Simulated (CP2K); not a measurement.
Consider 5-fluorocarbonylpyrimidine at its PBE geometry (Å).

```xyz
12

O     2.6752    1.1863   -0.1447
C     2.0338    0.1717   -0.1681
F     2.6707   -1.0584   -0.3241
C     0.5668    0.0330   -0.0478
C    -0.1174   -1.1904   -0.0826
N    -1.4524   -1.2636    0.0323
C    -2.0955   -0.0946    0.1814
N    -1.5528    1.1351    0.2239
C    -0.2197    1.1871    0.1117
H     0.4232   -2.1304   -0.2063
H    -3.1824   -0.1484    0.2779
H     0.2504    2.1726    0.1464
```

Method: CP2K XAS_TDP, all-electron GAPW, PBEh(45%), aug-cc-pVDZ, TDA, GW2X-corrected core level, no relativity.

Q: Predict the bright core excitations at the C K edge.

Leading lines: C2 290.44 eV, C4 287.01 eV, C5 287.20 eV and C7 287.38 eV. The leading line of an atom is its first one with 35 % of the strongest within 2.5 eV of its lowest line over the strength cut. Core ionisation energies at this level: C4 293.39, C5 294.54, C2 298.28 and C7 294.66 eV.

The first six lines of each atom with a strength over 0.0015:

```tsv
atom	energy (eV)	states	strength, one atom	above the computed threshold
C2 (bonded to C, F and O)	290.44	1	0.0664	
	295.30	1	0.0426	
	295.36	1	0.0134	
	296.90	1	0.0162	
	297.71	1	0.0021	
	298.01	1	0.0033	
C4 (bonded to 3 C)	287.01	1	0.0298	
	290.35	1	0.0211	
	291.40	1	0.0052	
	292.45	1	0.0087	
	292.52	1	0.0037	
	292.61	1	0.0021	
C5 (bonded to C, N and H)	287.20	1	0.0601	
	292.37	1	0.0116	
	293.32	1	0.0072	
	294.34	1	0.0024	
	295.02	1	0.0077	yes
	295.08	1	0.0076	yes
C7 (bonded to 2 N and H)	287.38	1	0.0598	
	292.48	1	0.0137	
	292.62	1	0.0063	
	293.35	1	0.0038	
	293.90	1	0.0028	
	294.60	1	0.0025
```

Lines are vertical, at one geometry, with no vibrational structure. GW2X ionisation energies and lines can be off by 1 to 2 eV either way, and a good line position may hide errors that cancel. Atoms with the same bonds but other surroundings in this conformer are left out. These values hold no scalar relativity, about 0.1 eV for C 1s. Rydberg lines, and the discretised continuum above threshold, depend on the basis and the box.

[Banner, clock and machine lines of the logs are left out without a mark of their own.]

[Logs are printed without paths, hosts, clocks, repeated set-up lines and the standing remarks that a program may print on its own settings, such as how far it seeks lower states.]

[Hosts, paths, dates, database ids (printed as entryN), source tags and the programs' standing remarks are cut or masked in the printed files.]
